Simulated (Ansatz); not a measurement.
# What NaGeCl3 in Cm, a phase reached by a soft mode distorts into

Wanted: the energy along a soft mode of NaGeCl3 in Cm, a phase reached by a soft mode and the structure at the end.

Program: Ansatz 0.2.0. Level of theory: DFT PBEsol, scalar-relativistic, plane waves, PAW; PAW set soft_1. Results are calculated unless marked as measured.

The structure was built from a prototype and need not be the compound's stable phase.

## Step 1: Set-up

It takes space group Cm (No. 8, monoclinic). The conventional cell has a = 8.632 Å, b = 6.796 Å, c = 5.165 Å, α = 90.00°, β = 90.38°, γ = 90.00°. Nearest to Na lie 5 Cl at 2.73 to 3.09 Å. Ge has 4 Cl at 2.36 to 2.69 Å nearest. Nearest to Cl lie 1 Ge at 2.36 Å and 2 Na at 3.05 to 3.09 Å. Nearest to Cl lie 2 Ge at 2.49 to 2.69 Å and 1 Na at 2.73 Å. Farther neighbours and most contacts between anions are not listed.

## Step 2: Zone-centre response

This phase was reached earlier by freezing in an unstable mode of a structure of higher symmetry and relaxing. Its zone-centre modes can show that it is still unstable.

Input file input.yaml:

```yaml
crystal:
  lattice:
    - [4.3160134404, -3.3980480418, 0.0]
    - [4.3160134404, 3.3980480418, 0.0]
    - [-0.0338824286, 0.0, 5.1646103997]
  atoms:
    - { symbol: Na, position: [0.8332225811, 0.8332225811, 0.0060676717] }
    - { symbol: Ge, position: [0.4957019175, 0.4957019175, 0.504893303] }
    - { symbol: Cl, position: [0.5693095255, 0.0548172768, 0.5005716232] }
    - { symbol: Cl, position: [0.0548172768, 0.5693095255, 0.5005716232] }
    - { symbol: Cl, position: [0.516886945, 0.516886945, 0.9854997029] }
kpoints:
  mp_grid: { grid: [8, 8, 8] }
hamiltonian:
  xc: pbesol
  pseudopotentials: { kind: paw, azcp: { folder: soft_1 }, xc_functional: pbe }
scf:
  occupations: { method: fixed }
output:
  eigenvalues: true
phonons:
  method: dfpt
  dielectric: true
  rigid_motions: translations
```

On the command line:

```console
$ ansatz run input.yaml --threads 8 --pin off --max-ram 16384MiB --backend cpu --events-out ev --progress --plain --runs-dir out
```

Numbers of over 12 decimals in the logs are rounded to 6 here.

The log of the run:

```text
Engine: ansatz 0.2.0, aarch64-unknown-linux-gnu
Pseudopotentials: kind: paw
Pseudopotential: Na, paw, valence charge 9, recommended cutoff 420 eV (normal), soft_1/Na.paw.azcp
Pseudopotential: Ge, paw, valence charge 14, recommended cutoff 420 eV (normal), soft_1/Ge.paw.azcp
Pseudopotential: Cl, paw, valence charge 7, recommended cutoff 420 eV (normal), soft_1/Cl.paw.azcp
Functional definition: PBEsol
  exchange = pbesol_x
  correlation = pbesol_c
Crystal: 5 atoms, lattice volume = 151.489 Å³
Basis set: ecut = 420 eV, 2985 PW (Γ), exchange–correlation on 80×80×72 points (8 copies of the dense FFT grid, shifted against one another)
Bands: 27, of which v1, the nominal top of the filled ones, is band 22 counted from 1 (21 counted from 0)
Symmetry: 2 space group operations
k-points: 260 of 512 (irreducible under 1 space group operation, time reversal used)
Non-local potential: Na, projectors of the file, l = 0: 3, l = 1: 2, l = 2: 1
Non-local potential: Ge, projectors of the file, l = 0: 2, l = 1: 2, l = 2: 3, l = 3: 1
Non-local potential: Cl, projectors of the file, l = 0: 2, l = 1: 2, l = 2: 1
PAW form: soft (Blöchl's): semilocal exchange-correlation on the pseudo side does not see the compensation charge
PAW frozen core: Na, regenerated for the run's functional, and the local potential with it (the file was generated under x = pbe(κ = 0.804, μ = 0.219515), c = pbe(β = 0.066725))
PAW frozen core: Ge, regenerated for the run's functional, and the local potential with it (the file was generated under x = pbe(κ = 0.804, μ = 0.219515), c = pbe(β = 0.066725))
PAW frozen core: Cl, regenerated for the run's functional, and the local potential with it (the file was generated under x = pbe(κ = 0.804, μ = 0.219515), c = pbe(β = 0.066725))
PAW one-centre angular grid: Na, 110 points (default); XC on 64 Gauss nodes
PAW one-centre angular grid: Ge, 590 points (default); XC on 64 Gauss nodes
PAW one-centre angular grid: Cl, 110 points (default); XC on 64 Gauss nodes
Initial density: superposition of atomic densities (chi_scale 0.1, normalization cell, long waves kept (reshape's long-wave potential 0.02 eV rms))
Initial wavefunctions: pseudopotential atomic-orbital guess
Functional: x = pbesol(κ = 0.804, μ = 0.123457), c = pbesol(β = 0.046)
SCF iter   1: F=—  HF=-8919.155622 eV  |F-HF|=—  |Δ(HF+E_count)|=         —  Δρ=5.04e-2  dr2=3.76e0  ethr=3.10e-3  ⟨swp⟩=5.0  Hψ=28451  notcnv=0  defer=691
preconditioner: auto → Resta (q_TF=auto, 2.220 Å⁻¹)  ε∞=3.4  [insulator: Δε(μ)=1.192 eV  Ē_g=9.958 eV  n_scr=26 (ndim 8)  ℏωp=15.4 eV  f_vac=0.171  ε∞_Penn≈3.4]
SCF iter   2: F=—  HF=-8917.717675 eV  |F-HF|=—  |Δ(HF+E_count)|=    1.44e0  Δρ=1.75e-2  dr2=6.22e-1  ethr=3.10e-3  ⟨swp⟩=3.0  Hψ=16500  notcnv=0  defer=647
SCF iter   3: F=—  HF=-8917.470631 eV  |F-HF|=—  |Δ(HF+E_count)|=   2.47e-1  Δρ=5.93e-3  dr2=9.03e-2  ethr=1.41e-3  ⟨swp⟩=2.5  Hψ=11716  notcnv=0  defer=746
SCF iter   4: F=—  HF=-8917.450032 eV  |F-HF|=—  |Δ(HF+E_count)|=   2.06e-2  Δρ=2.24e-3  dr2=1.25e-2  ethr=2.05e-4  ⟨swp⟩=3.0  Hψ=13284  notcnv=0  defer=779
SCF iter   5: F=—  HF=-8917.449809 eV  |F-HF|=—  |Δ(HF+E_count)|=   2.23e-4  Δρ=7.84e-4  dr2=1.76e-3  ethr=2.84e-5  ⟨swp⟩=2.5  Hψ=12912  notcnv=0  defer=780
SCF iter   6: F=—  HF=-8917.452382 eV  |F-HF|=—  |Δ(HF+E_count)|=   2.57e-3  Δρ=2.23e-4  dr2=1.68e-4  ethr=4.00e-6  ⟨swp⟩=2.9  Hψ=13118  notcnv=0  defer=780
SCF iter   7: F=—  HF=-8917.452831 eV  |F-HF|=—  |Δ(HF+E_count)|=   4.49e-4  Δρ=1.13e-4  dr2=3.04e-5  ethr=3.82e-7  ⟨swp⟩=2.4  Hψ=12885  notcnv=0  defer=776
SCF iter   8: F=—  HF=-8917.452904 eV  |F-HF|=—  |Δ(HF+E_count)|=   7.28e-5  Δρ=3.04e-5  dr2=2.39e-6  ethr=6.92e-8  ⟨swp⟩=2.0  Hψ=12746  notcnv=0  defer=712
SCF iter   9: F=—  HF=-8917.452911 eV  |F-HF|=—  |Δ(HF+E_count)|=   6.82e-6  Δρ=1.18e-5  dr2=2.42e-7  ethr=5.42e-9  ⟨swp⟩=2.0  Hψ=12903  notcnv=0  defer=592
SCF iter  10: F=—  HF=-8917.452911 eV  |F-HF|=—  |Δ(HF+E_count)|=   3.21e-7  Δρ=4.10e-6  dr2=2.32e-8  ethr=5.49e-10  ⟨swp⟩=2.0  Hψ=12480  notcnv=0  defer=606
SCF iter  11: F=—  HF=-8917.452911 eV  |F-HF|=—  |Δ(HF+E_count)|=   2.51e-8  Δρ=1.46e-6  dr2=3.48e-9  ethr=5.28e-11  ⟨swp⟩=2.0  Hψ=12480  notcnv=0  defer=608
SCF iter  12: F=—  HF=-8917.452911 eV  |F-HF|=—  |Δ(HF+E_count)|=   3.78e-9  Δρ=3.82e-7  dr2=2.79e-10  ethr=7.92e-12  ⟨swp⟩=2.0  Hψ=12480  notcnv=0  defer=608
SCF iter  13: F=-8917.452911 eV  HF=-8917.452911 eV  |F-HF|=3.09e-11  |Δ(HF+E_count)|=   1.06e-9  Δρ=1.08e-7  dr2=2.55e-11  ethr=1.00e-12  ⟨swp⟩=16.8  Hψ=52000  notcnv=0
SCF 1 converged in 13 iterations: F = -8917.452911 eV  dr2 = 2.55e-11
  greatest PAW one-centre occupation: 0.999 electrons in one spin orbital (limit 2), on the Na atom at site 0 (counted from 0), in its partial waves of l = 0
NSCF: frozen V_eff on 3 k-points
DFPT response loops at Γ: preconditioner auto → none (the input reference at scf.mixing.eps_inf says where Resta's filter doesn't serve); β = 0.50; Broyden in place of MSR1
── the response to a field inside a basis, on 12×12×12 k-points: an SCF that follows is theirs, and a resumed run solves both again ──
Bands: 23, of which v1, the nominal top of the filled ones, is band 22 counted from 1 (21 counted from 0)
k-points: 468 of 1728 (time reversal used)
Initial density: handed on by an earlier stage of this run
Initial wavefunctions: pseudopotential atomic-orbital guess (no wavefunctions were taken with the density)
Eigensolver: Dense (468 Hₖ)
SCF iter   1: F=—  HF=-8917.440129 eV  |F-HF|=—  |Δ(HF+E_count)|=         —  Δρ=1.19e-4  dr2=4.69e-6  ethr=1.00e-1
preconditioner: auto → Resta (q_TF=auto, 2.220 Å⁻¹)  ε∞=3.8  [insulator: Δε(μ)=1.709 eV  Ē_g=9.199 eV  n_scr=26 (ndim 8)  ℏωp=15.4 eV  f_vac=0.240  ε∞_Penn≈3.8]
SCF iter   2: F=—  HF=-8917.440134 eV  |F-HF|=—  |Δ(HF+E_count)|=   5.27e-6  Δρ=6.54e-5  dr2=1.70e-6  ethr=1.07e-8
SCF iter   3: F=—  HF=-8917.440136 eV  |F-HF|=—  |Δ(HF+E_count)|=   2.31e-6  Δρ=1.35e-5  dr2=8.54e-8  ethr=3.86e-9
SCF iter   4: F=-8917.440136 eV  HF=-8917.440136 eV  |F-HF|=5.96e-9  |Δ(HF+E_count)|=   6.20e-8  Δρ=1.98e-6  dr2=7.02e-9  ethr=1.94e-10
SCF 1 converged in 4 iterations: F = -8917.440136 eV  dr2 = 7.02e-9
DFPT response loops at Γ: mixed as the last ones told, above
WARN: field response: inside a basis, on 12×12×12 points, no mesh in reach settles it: take ε∞, Z* and everything formed from them with what they may err, as stated (eps_inf_uncertainty, zstar_uncertainty_e), and compare with field_mesh: kpoints on a denser kpoints.mp_grid
WARN: field response: ε∞ stands inside a basis, on 12×12×12 points; the force constants stand on the 8×8×8 k-mesh, whose period is 10.91 times the interband length at k = (-0.5000, -0.5000, -0.5000), direct gap 1.491 eV, under 14: take them and everything formed from them as unconverged, and compare with a denser kpoints.mp_grid
SCF converged after 13 iterations
Free energy (F): -8917.452911 eV
Harris-Foulkes:  -8917.452911 eV  (|F-HF|=3.09e-11)
Internal energy: -8917.452911 eV  (E = F + TS)
E sigma→0 (E₀):  -8917.452911 eV
Fermi energy:    2.571011 eV
--- Per-component energies (eV) ---
  E_band       = -555.853568
  E_kinetic    = 660.979383
  E_local      = -5455.353112  (includes V_loc(G=0)·N_el)
  E_nonlocal   = 586.980905
  E_hartree    = 2247.985844
  E_xc         = -426.638801
  E_vxc        = -459.795076  (∫ρ·V_xc dr)
  E_paw        = -4172.795321  (= ΣΔE_a)
  E_vpaw       = -384.637667  (= ΣTr[D̂ρ^β])
  E_aug_tail   = 0.000373  (compensation charges beyond the density's cutoff)
  E_ewald      = -2359.820110
  E_core_change = 1.207928  (= ΣΔE_core)
  E_smearing   = -0.000000  (= −TS)
  E_closure    = -0.000000  (closes the sum)
  Σ components = -8917.452911   (vs F -8917.452911, Δ=0.00e0)
--- Band table (eV; the first three rows and the last of 260) ---
  k-point 0: bands = [... 18 lower, -0.5245, -0.3905, -0.3884, 0.2015, 5.1456, 6.8564, 7.6215, 7.6226, ... 1 higher]
  k-point 1: bands = [... 18 lower, -0.6214, -0.3561, -0.3032, 0.2021, 5.2985, 6.7877, 7.4978, 7.5062, ... 1 higher]
  k-point 2: bands = [... 18 lower, -0.7359, -0.3446, -0.0008, 0.2035, 5.7126, 6.5661, 6.7509, 7.2758, ... 1 higher]
  k-point 259: bands = [... 18 lower, -0.1440, 0.0602, 0.3351, 2.5710, 4.0616, 4.2053, 4.5320, 6.4532, ... 1 higher]
--- Phonons (Γ-DFPT): 12 representative perturbations + reference, on 260 of 512 k-points (Σ response iterations 37) ---
  k mesh reduced under 1 symmetry operation, with k and −k counted as one. Each operation leaves every solved perturbation unchanged. A smaller set is not considered because the run solves the response to a homogeneous field
  ASR residual: 6.435e-5 → 0.000e0 eV/Å²; symmetrization residual: 1.713e-5 eV/Å²
  ASR residual per site (eV/Å²): 4.27e-5 1.29e-5 6.43e-5 6.43e-5 5.00e-5
  Γ frequencies (cm⁻¹): -38.63 0.00 0.00 0.00 36.71 51.97 67.00 78.71 84.83 87.23 117.86 136.92 164.01 216.64 260.25
  ε∞ (high-frequency dielectric tensor):
        3.584666    -0.000000     0.025446
       -0.000000     3.465334    -0.000000
        0.025446    -0.000000     5.141883
  softest optical mode at Γ: -38.63 cm⁻¹; the repairs (sum rule, projections) moved no ω² at Γ by more than (1.90 cm⁻¹)²
  Born effective charges Z* (e; rows j = field, columns β = displacement):
    site 0:
         1.04843   -0.00000   -0.00272
        -0.00000    1.27065    0.00000
         0.01418   -0.00000    1.32975
    site 1:
         2.56558   -0.00000    0.05926
        -0.00000    2.76124   -0.00000
         0.04727   -0.00000    4.55498
    site 2:
        -1.50643   -1.12995    0.00612
        -1.27296   -1.76110   -0.00223
        -0.01744   -0.03170   -0.59596
    site 3:
        -1.50643    1.12995    0.00612
         1.27296   -1.76110    0.00223
        -0.01744    0.03170   -0.59596
    site 4:
        -0.60116    0.00000   -0.06878
         0.00000   -0.50970    0.00000
        -0.02657    0.00000   -4.69280
  Z* charge neutrality: 9.964e-3 e pre-enforcement
  solved inside a basis spanned on kpoints, on 12×12×12 k-points, which do not settle them: ε∞ is read to err by 9.7e-2, Z* by 1.1e-1 e (field_mesh: kpoints solves on kpoints); Z* is corrected for what the basis lacks
  optical modes at Γ without the LO–TO term, one row a degenerate level:
      ω (cm⁻¹)  modes    IR ((D/Å)²/amu)
        -38.63      1             1.3301
         36.71      1             1.1072
         51.97      1             4.5873
         67.00      1             0.2575
         78.71      1             9.5653
         84.83      1             4.3755
         87.23      1             0.2542
        117.86      1             4.7830
        136.92      1             0.1216
        164.01      1             1.6226
        216.64      1             7.4082
        260.25      1             6.1562
  optical modes at Γ + LO–TO along q̂ = [1.0000, 0.0000, 0.0000]:
      ω (cm⁻¹)  modes    IR ((D/Å)²/amu)
        -38.63      1             1.3301
         36.71      1             1.1072
         51.97      1             4.6050
         67.00      1             0.2575
         80.16      1            11.8670
         86.53      1             1.7774
         87.23      1             0.2542
        118.87      1             4.9065
        136.93      1             0.1090
        175.51      1             0.5959
[...]
optical modes at Γ + LO–TO along q̂ = [0.0000, 1.0000, 0.0000]:
      ω (cm⁻¹)  modes    IR ((D/Å)²/amu)
[...]
optical modes at Γ + LO–TO along q̂ = [0.0000, 0.0000, 1.0000]:
      ω (cm⁻¹)  modes    IR ((D/Å)²/amu)
        -38.63      1             1.3301
         36.71      1             1.1072
         59.41      1             0.0278
         67.00      1             0.2575
         82.97      1             0.2112
         87.23      1             0.2542
        109.91      1             0.1204
        136.70      1             0.0100
        163.85      1             1.6305
        216.64      1             7.4082
        257.96      1             9.5800
        268.71      1            19.6316
```

Run time: 5 min. Hardware: 8 threads of Arm Neoverse V1, shared host; peak memory 4.8 GiB; 38 min of CPU time.

Numbers from this step:

```yaml
gap_on_the_k_mesh: 1.491 eV
volume_per_atom: 30.30 Å³
sum_rule_residual_before_enforcement: 6.43e-5 eV/Å²
miss_of_the_charge_sum_rule: 0.009964 e
estimated_error_of_the_dielectric_tensor: 0.09711
estimated_error_of_the_born_charges: 0.1124 e
point_group: m
highest_optical_mode_at_the_zone_centre_no_lo_to_term: 260.2 cm⁻¹
lowest_optical_zone_centre_mode: -38.63 cm⁻¹
mean_high_frequency_dielectric_constant: 4.064
largest_born_charge_third_of_the_trace: 3.294 e
top_of_the_zone_centre_spectrum_with_the_field: 307.7 cm⁻¹
```

Without the LO-TO term. Patterns of degenerate modes are one choice out of their space. Modes at Γ, with each element's share of the kinetic energy (negative means imaginary):

| mode | frequency (cm⁻¹) | symmetry | Na % | Ge % | Cl % |
| --- | --- | --- | --- | --- | --- |
| 1 | -38.6 | A'' | 35 | 1 | 63 |
| 2 | 0.0 | acoustic | 11 | 36 | 53 |
| 3 | 0.0 | acoustic | 11 | 36 | 53 |
| 4 | 0.0 | acoustic | 11 | 36 | 53 |
| 5 | 36.7 | A'' | 33 | 4 | 63 |
| 6 | 52.0 | A' | 85 | 3 | 13 |
| 7 | 67.0 | A'' | 9 | 7 | 84 |
| 8 | 78.7 | A' | 9 | 10 | 81 |
| 9 | 84.8 | A' | 23 | 15 | 62 |
| 10 | 87.2 | A'' | 10 | 10 | 80 |
| 11 | 117.9 | A' | 2 | 44 | 54 |
| 12 | 136.9 | A' | 10 | 24 | 67 |
| 13 | 164.0 | A' | 49 | 4 | 47 |
| 14 | 216.6 | A'' | 1 | 42 | 57 |
| 15 | 260.2 | A' | 0 | 29 | 71 |

Displacements in mode 1 (-38.6 cm⁻¹), the largest set to 1:
```
Na1  0.00 -1.00  0.00
Ge2  0.00  0.10  0.00
Cl3  0.47 -0.18  0.07
Cl4 -0.47 -0.18 -0.07
Cl5  0.00  0.81  0.00
```

Displacements in mode 14 (216.6 cm⁻¹), the largest set to 1:
```
Na1  0.00 -0.33  0.00
Ge2  0.00  1.00  0.00
Cl3 -0.77 -0.90  0.00
Cl4  0.77 -0.90  0.00
Cl5  0.00 -0.04  0.00
```

Before it was imposed, the acoustic sum rule was missed by 6.4e-5 eV/Å² and the charge sum rule by 0.0100 e. Small misses are needed for a sound result but don't prove that mesh and cutoff are converged. The lowest optical mode is imaginary, 38.6i cm⁻¹, so the energy falls along it.

The log warns of the k mesh: “the force constants stand on the 8×8×8 k-mesh, whose period is 10.91 times the interband length at k = (-0.5000, -0.5000, -0.5000), direct gap 1.491 eV, under 14: take them and everything formed from them as unconverged”.

## Step 3: The mode frozen in, largest atomic shift 0 Å

The mode followed lies at Γ with frequency 38.6i cm⁻¹, the softest among the wavevectors solved. At small amplitude the distorted cell has space group no. 1 by a symmetry search on the positions. The undistorted cell that holds it gives the zero of energy on the same k mesh.

input.yaml: that of step 2 with these lines changed.

```diff
@@ -17,8 +17,6 @@
 scf:
-  occupations: { method: fixed }
+  occupations: { method: gaussian, width: 0.02 }
 output:
+  forces: true
+  stress: true
   eigenvalues: true
-phonons:
-  method: dfpt
-  dielectric: true
-  rigid_motions: translations
```

The log of the run:

```text
[...]
Crystal: 5 atoms, lattice volume = 151.489 Å³
Basis set: ecut = 420 eV, 2985 PW (Γ), exchange–correlation on 80×80×72 points (8 copies of the dense FFT grid, shifted against one another)
Bands: 27, of which v1, the nominal top of the filled ones, is band 22 counted from 1 (21 counted from 0)
Symmetry: 2 space group operations
[...]
k-points: 150 of 512 (time reversal used)
[...]
--- Band table (eV; the first three rows and the last of 150) ---
  k-point 0: bands = [... 18 lower, -0.5246, -0.3906, -0.3885, 0.2015, 5.1455, 6.8564, 7.6215, 7.6226]
  k-point 1: bands = [... 18 lower, -0.6215, -0.3562, -0.3032, 0.2021, 5.2984, 6.7877, 7.4978, 7.5062]
  k-point 2: bands = [... 18 lower, -0.7360, -0.3447, -0.0008, 0.2035, 5.7125, 6.5661, 6.7509, 7.2758]
  k-point 149: bands = [... 18 lower, -0.1440, 0.0601, 0.3350, 2.5710, 4.0616, 4.2053, 4.5320, 6.4530]
[key lines of the parts left out:]
SCF converged after 10 iterations
Free energy (F): -8917.452911 eV
Fermi energy:    3.316291 eV
P = ⅓ Tr σ = -0.0002 GPa (-0.002 kbar)
```

Wall time 9.3 s (8 threads); peak memory 0.82 GiB; 72 s of CPU time.

This step gave:

* pressure: -1.94e-4 GPa
* energy from the undistorted cell: 0 meV/atom

At this level the gap is 1.49 eV on the k-mesh of the self-consistent run, which can miss the band edges.

## Step 4: The mode frozen in, largest atomic shift 0.45 Å

The atoms are moved along the unstable eigenvector, the largest shift by 0.45 Å, with the cell fixed.

input.yaml, the sections that differ from step 3:

```yaml
crystal:
  lattice:
    - [4.3160134404, -3.3980480418, 0.0]
    - [4.3160134404, 3.3980480418, 0.0]
    - [-0.0338824286, 0.0, 5.1646103997]
  atoms:
    - { symbol: Na, position: [0.8994370658, 0.7670080964, 0.0060676717] }
    - { symbol: Ge, position: [0.4889202427, 0.5024835923, 0.504893303] }
    - { symbol: Cl, position: [0.6057894836, 0.0668970589, 0.5066908956] }
    - { symbol: Cl, position: [0.0427374947, 0.5328295674, 0.4944523508] }
    - { symbol: Cl, position: [0.4634401489, 0.5703337411, 0.9854997029] }
# kpoints, hamiltonian, scf, output: as in step 3
```

The log of the run:

```text
[...]
Crystal: 5 atoms, lattice volume = 151.489 Å³
Basis set: ecut = 420 eV, 2985 PW (Γ), exchange–correlation on 80×80×72 points (8 copies of the dense FFT grid, shifted against one another)
Bands: 27, of which v1, the nominal top of the filled ones, is band 22 counted from 1 (21 counted from 0)
Symmetry: 1 space group operations
[...]
k-points: 260 of 512 (time reversal used)
[...]
--- Band table (eV; the first three rows and the last of 260) ---
  k-point 0: bands = [... 18 lower, -0.5638, -0.4326, -0.3552, 0.1634, 5.2329, 6.7355, 7.3429, 7.3875]
  k-point 1: bands = [... 18 lower, -0.5827, -0.4156, -0.2939, 0.1753, 5.3843, 6.5645, 7.1670, 7.4357]
  k-point 2: bands = [... 18 lower, -0.6469, -0.3956, -0.0868, 0.2571, 5.7946, 6.1344, 6.7381, 7.2719]
  k-point 259: bands = [... 18 lower, -0.1963, -0.0872, 0.2693, 2.4028, 4.0808, 4.1752, 4.7010, 6.6223]
[key lines of the parts left out:]
SCF converged after 10 iterations
Free energy (F): -8917.472164 eV
Fermi energy:    3.241843 eV
P = ⅓ Tr σ = -0.1885 GPa (-1.885 kbar)
```

The job ended after 16 s (8 threads; peak memory 1.1 GiB; 2.1 min of CPU time).

This step gave:

| Property | Result |
| --- | --- |
| pressure | -0.1885 GPa |
| gap on the k-mesh | 1.678 eV |
| energy from the undistorted cell | -3.851 meV/atom |

The energy, extrapolated to zero smearing, is -3.85 meV/atom against the undistorted cell.

The run ends at a pressure of -0.19 GPa, with forces up to 0.064 eV/Å.

## Step 5: Energy along the mode, all amplitudes (two of the runs are shown above)

An imaginary frequency means negative curvature, so the energy should fall and then rise again as anharmonic terms take over.

This step gave:

- depth at the lowest point sampled: 3.851 meV/atom
- largest atomic shift at that point: 0.45 Å

Energy from the parent against largest atomic shift:

| largest atomic shift (Å) | energy from the parent (meV/atom) |
| --- | --- |
| 0.000 | 0 |
| 0.040 | -0.057 |
| 0.080 | -0.225 |
| 0.140 | -0.669 |
| 0.220 | -1.54 |
| 0.320 | -2.82 |
| 0.450 | -3.85 |
| 0.600 | -1.29 |

Displacement at unit largest shift by atom:

| atom | x (Å) | y (Å) | z (Å) | size |
| --- | --- | --- | --- | --- |
| Na1 | 0.00 | -1.00 | 0.00 | 1.00 |
| Ge2 | 0.00 | 0.10 | 0.00 | 0.10 |
| Cl3 | 0.47 | -0.18 | 0.07 | 0.50 |
| Cl4 | -0.47 | -0.18 | -0.07 | 0.50 |
| Cl5 | 0.00 | 0.81 | 0.00 | 0.81 |

The lowest of the steps tried is at 0.45 Å, 3.85 meV/atom below the parent; the bottom of the well need not coincide with a step.

(Continued in part 2 of 3.)

[Logs are printed without paths, hosts, clocks, repeated set-up lines and the standing remarks that a program may print on its own settings, such as how far it seeks lower states.]

[Hosts, paths, dates, database ids (printed as entryN), source tags and the programs' standing remarks are cut or masked in the printed files.]
